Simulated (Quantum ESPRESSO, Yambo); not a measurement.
# Al2O3 (Corundum): the gap under hydrostatic strain, part 2 of 2

Does PBE give the same change of gap under hydrostatic strain as G0W0? The case is Al2O3 (Corundum).

Quantum ESPRESSO 7.5 and Yambo 5.3.0; PBE and many-body steps on it, plane waves. Known limits of the many-body steps: not at the basis limit.

So far. Step 6 (G0W0, strain -1 %): The gap on the mesh goes from 6.65 eV to 8.90 eV, a correction of +2.25 eV.

### 7. G0W0, strain +1 %

Level of this step: G0W0 on PBE, plane waves, norm-conserving pseudopotentials (Yambo).

The cell differs from the one that the last finished run ended in (a 5.079 → 5.182 Å, b 5.079 → 5.182 Å, c 5.079 → 5.182 Å).

gw3.in

```
HF_and_locXC
gw0
dyson
ppa
em1d
rim_cut
RandQpts= 1000000
RandGvec= 1 RL
EXXRLvcs= 72 Ry
VXCRLvcs= 288 Ry
Chimod= "HARTREE"
% BndsRnXp
 1 | 149 |
%
NGsBlkXp= 309 RL
% LongDrXp
 1 | 1 | 1 |
%
% GbndRnge
 1 | 149 |
%
DysSolver= "n"
ExtendOut
PPAPntXp= 27.21138 eV
% QPkrange
 1 | 1 | 23 | 26 |
%
```

Launch:

```bash
$ OMP_NUM_THREADS=2 mpirun -n 2 yambo -F gw3.in -J gw3 -C gw3 > gw3.log
```

Log:

```text
 Yambo, version 5.3.0

 [02] CORE Variables Setup
 =========================

  [... cell, symmetries and grids as in the set-up ...]

  [02.05] Energies & Occupations
  ==============================

  [X] === General ===
  [X] Electronic Temperature                        :  0.000000  0.000000 [eV K]
  [X] Bosonic    Temperature                        :  0.000000  0.000000 [eV K]
  [X] Finite Temperature mode                       : no
  [X] El. density                                   :  0.54798E+24 [cm-3]
[...]
Sx RL components                                 :   6131

   QP @ state[ 1 ] K range                          :  1  1
   QP @ state[ 1 ] b range                          :  23  26
   GF energies kind                                 : Perdew, Burke & Ernzerhof(X)+Perdew, Burke & Ernzerhof(C)
   GF WF`s kind                                     : Perdew, Burke & Ernzerhof(X)+Perdew, Burke & Ernzerhof(C)
   Xs energies kind                                 : Perdew, Burke & Ernzerhof(X)+Perdew, Burke & Ernzerhof(C)
   Xs WF`s kind                                     : Perdew, Burke & Ernzerhof(X)+Perdew, Burke & Ernzerhof(C)

 [11] Game Over & Game summary
```

The job ended after 8.2 min (2 MPI ranks of Arm Neoverse V1, shared host; peak memory 1.6 GiB).

Numbers from this step:

```
G0W0 gap on the points computed              : 7.999 eV
starting gap on the mesh                     : 5.893 eV
k of the valence top                         : 0, 0, 0
k of the conduction bottom                   : 0, 0, 0
least direct G0W0 gap on the computed points : 7.999 eV
```

The gap on the mesh goes from 5.89 eV to 8.00 eV, a correction of +2.11 eV.

Again on this cell's own states.

### 8. G0W0, strain -2 %

The cell differs from the one that the last finished run ended in (a 5.182 → 5.028 Å, b 5.182 → 5.028 Å, c 5.182 → 5.028 Å).

gw4.in

```
HF_and_locXC
gw0
dyson
ppa
em1d
rim_cut
RandQpts= 1000000
RandGvec= 1 RL
EXXRLvcs= 72 Ry
VXCRLvcs= 288 Ry
Chimod= "HARTREE"
% BndsRnXp
 1 | 149 |
%
NGsBlkXp= 309 RL
% LongDrXp
 1 | 1 | 1 |
%
% GbndRnge
 1 | 149 |
%
DysSolver= "n"
ExtendOut
PPAPntXp= 27.21138 eV
% QPkrange
 1 | 1 | 23 | 26 |
%
```

Launch:

```bash
$ OMP_NUM_THREADS=2 mpirun -n 2 yambo -F gw4.in -J gw4 -C gw4 > gw4.log
```

Log:

```text
 Yambo, version 5.3.0

 [02] CORE Variables Setup
 =========================

  [... cell, symmetries and grids as in the set-up ...]

  [02.05] Energies & Occupations
  ==============================

  [X] === General ===
  [X] Electronic Temperature                        :  0.000000  0.000000 [eV K]
  [X] Bosonic    Temperature                        :  0.000000  0.000000 [eV K]
  [X] Finite Temperature mode                       : no
  [X] El. density                                   :  0.59986E+24 [cm-3]
[...]
Sx RL components                                 :   5541

   QP @ state[ 1 ] K range                          :  1  1
   QP @ state[ 1 ] b range                          :  23  26
   GF energies kind                                 : Perdew, Burke & Ernzerhof(X)+Perdew, Burke & Ernzerhof(C)
   GF WF`s kind                                     : Perdew, Burke & Ernzerhof(X)+Perdew, Burke & Ernzerhof(C)
   Xs energies kind                                 : Perdew, Burke & Ernzerhof(X)+Perdew, Burke & Ernzerhof(C)
   Xs WF`s kind                                     : Perdew, Burke & Ernzerhof(X)+Perdew, Burke & Ernzerhof(C)

 [11] Game Over & Game summary
```

Wall time 7 min (2 MPI ranks); peak memory 1.5 GiB.

Numbers from this step:

```
G0W0 gap on the points computed              : 9.366 eV
starting gap on the mesh                     : 7.050 eV
k of the valence top                         : 0, 0, 0
k of the conduction bottom                   : 0, 0, 0
least direct G0W0 gap on the computed points : 9.366 eV
```

The gap on the mesh goes from 7.05 eV to 9.37 eV, a correction of +2.32 eV.

Again on this cell's own states.

### 9. G0W0, strain +2 %

The cell differs from the one that the last finished run ended in (a 5.028 → 5.233 Å, b 5.028 → 5.233 Å, c 5.028 → 5.233 Å).

gw5.in

```
HF_and_locXC
gw0
dyson
ppa
em1d
rim_cut
RandQpts= 1000000
RandGvec= 1 RL
EXXRLvcs= 72 Ry
VXCRLvcs= 288 Ry
Chimod= "HARTREE"
% BndsRnXp
 1 | 149 |
%
NGsBlkXp= 309 RL
% LongDrXp
 1 | 1 | 1 |
%
% GbndRnge
 1 | 149 |
%
DysSolver= "n"
ExtendOut
PPAPntXp= 27.21138 eV
% QPkrange
 1 | 1 | 23 | 26 |
%
```

Launch:

```bash
$ OMP_NUM_THREADS=2 mpirun -n 2 yambo -F gw5.in -J gw5 -C gw5 > gw5.log
```

Log:

```text
 Yambo, version 5.3.0

 [02] CORE Variables Setup
 =========================

  [... cell, symmetries and grids as in the set-up ...]

  [02.05] Energies & Occupations
  ==============================

  [X] === General ===
  [X] Electronic Temperature                        :  0.000000  0.000000 [eV K]
  [X] Bosonic    Temperature                        :  0.000000  0.000000 [eV K]
  [X] Finite Temperature mode                       : no
  [X] El. density                                   :  0.53202E+24 [cm-3]
[...]
Sx RL components                                 :   6287

   QP @ state[ 1 ] K range                          :  1  1
   QP @ state[ 1 ] b range                          :  23  26
   GF energies kind                                 : Perdew, Burke & Ernzerhof(X)+Perdew, Burke & Ernzerhof(C)
   GF WF`s kind                                     : Perdew, Burke & Ernzerhof(X)+Perdew, Burke & Ernzerhof(C)
   Xs energies kind                                 : Perdew, Burke & Ernzerhof(X)+Perdew, Burke & Ernzerhof(C)
   Xs WF`s kind                                     : Perdew, Burke & Ernzerhof(X)+Perdew, Burke & Ernzerhof(C)

 [11] Game Over & Game summary
```

Elapsed: 8.1 min, on 2 MPI ranks; peak memory 1.6 GiB; 32 min of CPU time.

This step gave:

```yaml
g0w0_gap_on_the_points_computed: 7.562 eV
starting_gap_on_the_mesh: 5.531 eV
k_of_the_valence_top: 0, 0, 0
k_of_the_conduction_bottom: 0, 0, 0
least_direct_g0w0_gap_on_the_computed_points: 7.562 eV
```

The gap on the mesh goes from 5.53 eV to 7.56 eV, a correction of +2.03 eV.

Again on this cell's own states.

### 10. The series

One mesh (4×4×4), Godby-Needs plasmon pole, 149 bands in every cell; hydrostatic strain per length. Fractional positions are the same in all cells, though this structure has free coordinates, so these are clamped-ion slopes.

```csv
strain (%),PBE gap (eV),G0W0 gap (eV),least direct G0W0 gap (eV),G0W0 edges
-2,7.050,9.366,9.366,Γ to Γ
-1,6.652,8.898,8.898,Γ to Γ
+0,6.266,8.446,8.446,Γ to Γ
+1,5.893,7.999,7.999,Γ to Γ
+2,5.531,7.562,7.562,Γ to Γ
```

### 11. Summary of results

| Property | Result |
| --- | --- |
| slope under compression | −392 (PBE) and −460 (G0W0) meV per % |
| slope under tension | −368 (PBE) and −442 (G0W0) meV per % |
| ions | clamped: fractional positions held |
| GW settings, unstrained cell | 4×4×4 mesh, 149 bands |
| known limits | not at the basis limit |

On the side of compression the slopes of gap against strain are −392 (PBE) and −460 (G0W0) meV per %. On the side of tension the slopes of gap against strain are −368 (PBE) and −442 (G0W0) meV per %. One line through all points gives volume deformation potentials of -12.66 eV (PBE) and -15.03 eV (G0W0). Gaps are read on the mesh, so a valley between its points is missed. Bands and cutoff are finite, so the gap is not at the basis limit. The miss can reach some tenths of an eV and take either sign; the mesh is an error of its own. In the G0W0 run levels were corrected at 1 k point alone, so a gap called «on the mesh» is the least over those, and an edge elsewhere would be missed.

[Paths, hosts, dates, memory and timing lines, banners, echoed tables and standing remarks are left out of the program output.]

[Logs are printed without paths, hosts, clocks, repeated set-up lines and the standing remarks that a program may print on its own settings, such as how far it seeks lower states.]

[Runs of the session that timed out or met a known fault of the program may be left out.]

[Hosts, paths, dates, database ids (printed as entryN), source tags and the programs' standing remarks are cut or masked in the printed files.]
